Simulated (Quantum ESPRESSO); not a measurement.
# Energy and gap at +3 % biaxial strain: 1T-SrBrI, 1 layer

**Set-up.** Quantum ESPRESSO 7.5 driven by ASE, PBE, GBRV ultrasoft, ESM (bc1); atomic heights clamped; cell area 19.196 Å² at zero strain.

| strain (%) | energy (meV a cell) | gap on the mesh (eV) |
| --- | --- | --- |
| −3 | 41.58 | 4.425 |
| −1.5 | 10.15 | 4.496 |
| 0 | 0.00 | 4.462 |
| +1.5 | 8.83 | 4.402 |

To predict: What are energy and gap at +3 %, and how stiff is the sheet?

**Worked estimate.** About zero, E'' = (10.15 + 8.83 − 2 × 0.00)/1.5² = 8.44 meV per %² and E' = (8.83 − 10.15)/3 = −0.44 meV per %. With E = A K ε², where K = (C11 + C22)/2 + C12 (C11 + C12 for a hexagonal sheet), K = 8.44 × 10/(2 × 19.196) × 16.02 = 35 N/m. The parabola gives E(+3 %) = 0.00 + 3 × (−0.44) + 4.5 × 8.44 = 36.6 meV. Continuing the last slope, the gap is 2 × 4.402 − 4.462 = 4.342 eV.

**The withheld run.** E = 34.7 meV and the gap 4.339 eV. The parabola misses by +1.9 meV, too high, since bonds soften under tension. The gap's line misses by +0.003 eV.

**Limits.** Clamped heights stiffen sheets with several planes. Semilocal gap, no spin-orbit coupling.
